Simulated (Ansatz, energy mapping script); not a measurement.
# NiO: energy mapping under HSE06, part 2 of 2

How strongly do the moments of NiO couple under HSE06? The plan is to run several orders and fit a Heisenberg model.

HSE06; plane waves, collinear spin, no spin–orbit coupling.

So far. Step 2 (Order 1: parallel, cell A of 4 atoms): The run ends ferromagnetic. Step 3 (Order 2: compensated +−, cell A of 4 atoms): The run ends antiferromagnetic, 16.27 meV a magnetic atom above the parallel order of its cell.

## Step 4: Order 3: parallel, cell B of 4 atoms

A new cell needs its own zero of energy.

This run holds the same structure in another cell (c 4.172 → 5.109 Å, α 90.0 → 73.2°, β 90.0 → 73.2°, γ 90.0 → 60.0°).

Contents of input.yaml:

```yaml
crystal:
  lattice:
    - [0.0, -2.085901641, -2.085901641]
    - [-2.085901641, 0.0, -2.085901641]
    - [2.085901641, 2.085901641, -4.171803282]
  atoms:
    - { symbol: Ni, position: [0.5, 0.5, 0.5], spin: 2.0 }
    - { symbol: Ni, position: [0.0, 0.0, 0.0], spin: 2.0 }
    - { symbol: O, position: [0.75, 0.75, 0.75] }
    - { symbol: O, position: [0.25, 0.25, 0.25] }
magnetization:
  spin_polarized: true
kpoints:
  mp_grid: { grid: [9, 9, 9] }
hamiltonian:
  xc: hse06
scf:
  occupations: { method: fermi_dirac, width: 0.05 }
output:
  eigenvalues: true
```

Run with:

```console
$ ansatz run input.yaml --threads 4 --pin off --max-ram 8192MiB --backend cpu --events-out ev --progress --plain --runs-dir out
```

Numbers of over 12 decimals in the logs are rounded to 6 here.

Log:

```text
[...]
Crystal: 4 atoms, lattice volume = 36.303 Å³
Basis set: ecut = 420 eV, 683 PW (Γ)
Bands: 32, of which v1, the nominal top of the filled ones, is band 24 counted from 1 (23 counted from 0)
Symmetry: 24 space group operations
[...]
k-points: 85 of 729
[...]
Starting moments: Σ|m| = 4 μB on 2 of 4 sites
[...]
--- Band table (eV; the first three rows and the last of 170) ---
  k-point 0 ↑: bands = [... 20 lower, 10.4421, 10.5829, 10.5829, 10.5829, 12.9940, 12.9940, 16.6000, 20.6087, ... 4 higher]
  k-point 1 ↑: bands = [... 20 lower, 10.4123, 10.4468, 10.7069, 10.7069, 12.9395, 12.9395, 16.8418, 20.6051, ... 4 higher]
  k-point 2 ↑: bands = [... 20 lower, 10.1961, 10.3327, 11.0162, 11.0162, 12.7806, 12.7806, 17.4627, 20.5405, ... 4 higher]
  k-point 84 ↓: bands = [... 20 lower, 11.5062, 11.5674, 17.2893, 17.3535, 18.1727, 18.2971, 24.4318, 24.5997, ... 4 higher]
[key lines of the parts left out:]
Magnetization: 4.0000 μB (26.0000 up, 22.0000 down)
Free energy (F): -12810.396135 eV
Fermi energy:    14.542617 eV
```

It took 3.1 min on 4 threads of Arm Neoverse N1, shared host; peak memory 3.9 GiB.

The run ends ferromagnetic. For each magnetic atom its energy differs from the parallel run of the first cell by 0.23 meV, an error that one common reference would have brought in.

## Step 5: Compensated +− start in cell B (4 atoms)

This order reverses 6 of the 12 neighbours at 2.95 Å and 6 of the 6 neighbours at 4.17 Å, counted for an average magnetic atom.

Changes to input.yaml since step 4:

```diff
@@ -7,3 +7,3 @@
     - { symbol: Ni, position: [0.5, 0.5, 0.5], spin: 2.0 }
-    - { symbol: Ni, position: [0.0, 0.0, 0.0], spin: 2.0 }
+    - { symbol: Ni, position: [0.0, 0.0, 0.0], spin: -2.0 }
     - { symbol: O, position: [0.75, 0.75, 0.75] }
```

Log:

```text
[...]
Crystal: 4 atoms, lattice volume = 36.303 Å³
Basis set: ecut = 420 eV, 683 PW (Γ)
Bands: 32, of which v1, the nominal top of the filled ones, is band 24 counted from 1 (23 counted from 0)
Symmetry: 12 space group operations
[...]
k-points: 85 of 729
[...]
Starting moments: Σ|m| = 4 μB on 2 of 4 sites
[...]
--- Band table (eV; the first three rows and the last of 170) ---
  k-point 0 ↑: bands = [... 20 lower, 10.8735, 11.2746, 11.5440, 11.5440, 16.8062, 17.7686, 17.7686, 20.7073, ... 4 higher]
  k-point 1 ↑: bands = [... 20 lower, 10.9245, 11.2680, 11.6462, 11.6462, 17.0510, 17.7395, 17.7395, 20.7143, ... 4 higher]
  k-point 2 ↑: bands = [... 20 lower, 10.9627, 11.2233, 11.8851, 11.8851, 17.6652, 17.6652, 17.6768, 20.6793, ... 4 higher]
  k-point 84 ↓: bands = [... 20 lower, 11.0811, 11.1395, 11.4970, 11.5666, 17.6361, 17.8213, 24.2061, 24.3967, ... 4 higher]
[key lines of the parts left out:]
Magnetization: 0.0000 μB (24.0000 up, 24.0000 down)
Free energy (F): -12810.616279 eV
Fermi energy:    14.568747 eV
```

Elapsed: 2.9 min, on 4 threads; peak memory 3.9 GiB.

The run ends antiferromagnetic, 110.07 meV a magnetic atom below the parallel order of its cell.

## Step 6: The fit

Each energy difference is a sum of couplings weighted by the pairs that the order reverses. A few near shells are fitted to the differences by least squares. Energies are those extrapolated to zero occupation width, not the free energies F.

The orders that converged (zero: parallel moments in the same cell):

```csv
order,atoms,energy (meV a magnetic atom),moments (μB),moments kept as typed,"opposed neighbours at 2.95, 4.17 Å"
parallel in cell A,4,0.00,1.73,yes,"0, 0"
compensated +− in cell A,4,16.27,1.74,yes,"8, 0"
parallel in cell B,4,0.00,1.73,yes,"0, 0"
compensated +− in cell B,4,-110.07,1.68,yes,"6, 6"
```

Fitted to E = −Σ J e·e over ordered pairs of unit vectors (J > 0 favours parallel moments):

```csv
pair,distance (Å),neighbours,J (meV)
Ni–Ni,2.95,12,1.02
Ni–Ni,4.17,6,-10.2
```

These orders cannot tell some unfitted shells from fitted ones: the value at 2.95 Å holds J(2.95) + 2 J(5.11) + 2 J(6.60); other unfitted shells add to the values wholly or in part. No temperature is drawn.

## Step 7: Against another level

The first set of orders, under PBE+U (6 eV), took 73 s of CPU time summed over its finished orders (seed run apart), these 35 min.

```csv
quantity,this set,first set
"J at 2.95 Å, meV",1.02,0.653
"J at 4.17 Å, meV",-10.2,-9.63
```

The coupling that led in the first set goes from -9.63 to -10.2 meV.

## Step 8: What came out

```
lowest order tried                                              : compensated +− in cell B
largest fitted value (a combination of shells), Ni–Ni at 4.17 Å : -10.2 meV
```

**Reading.** Of the orders tried, NiO prefers the order “compensated +− in cell B” under HSE06, with 6 of 12 neighbours at 2.95 Å and 6 of 6 neighbours at 4.17 Å opposed. Orders that were not tried, spirals among them, may lie lower. The coupling at 4.17 Å is 1.1 times that of the first set, at 29 times the CPU time. The largest fitted coupling is the Ni–Ni pair at 4.17 Å, antiferromagnetic at -10 meV, across a ligand at about 180°. The straight metal–ligand–metal path outweighs the right-angled one, the pattern expected of superexchange through one ligand p orbital, which these runs do not test. The orders also reverse pairs at 5.11 Å, which are not fitted, so the fitted values hold their part too. No fitted order reverses the pairs at 5.90 Å, so their coupling is unknown and is set to zero in the model. 2 energy differences fix 2 couplings with none to spare, so the fit tests nothing. In the fitted orders moments change by up to 2.7 % against the parallel run of the same cell, so their size stays put. With a near shell that the orders cannot separate, no temperature is given.

[Logs and program files are shortened in this print: banners, set-up blocks, solver, clock and traceback lines can be left out without a mark of their own.]

[Logs are printed without paths, hosts, clocks, repeated set-up lines and the standing remarks that a program may print on its own settings, such as how far it seeks lower states.]

[Hosts, paths, dates, database ids (printed as entryN), source tags and the programs' standing remarks are cut or masked in the printed files.]

[Where a cell is said to come from a database of computed structures, the database is the Materials Project.]
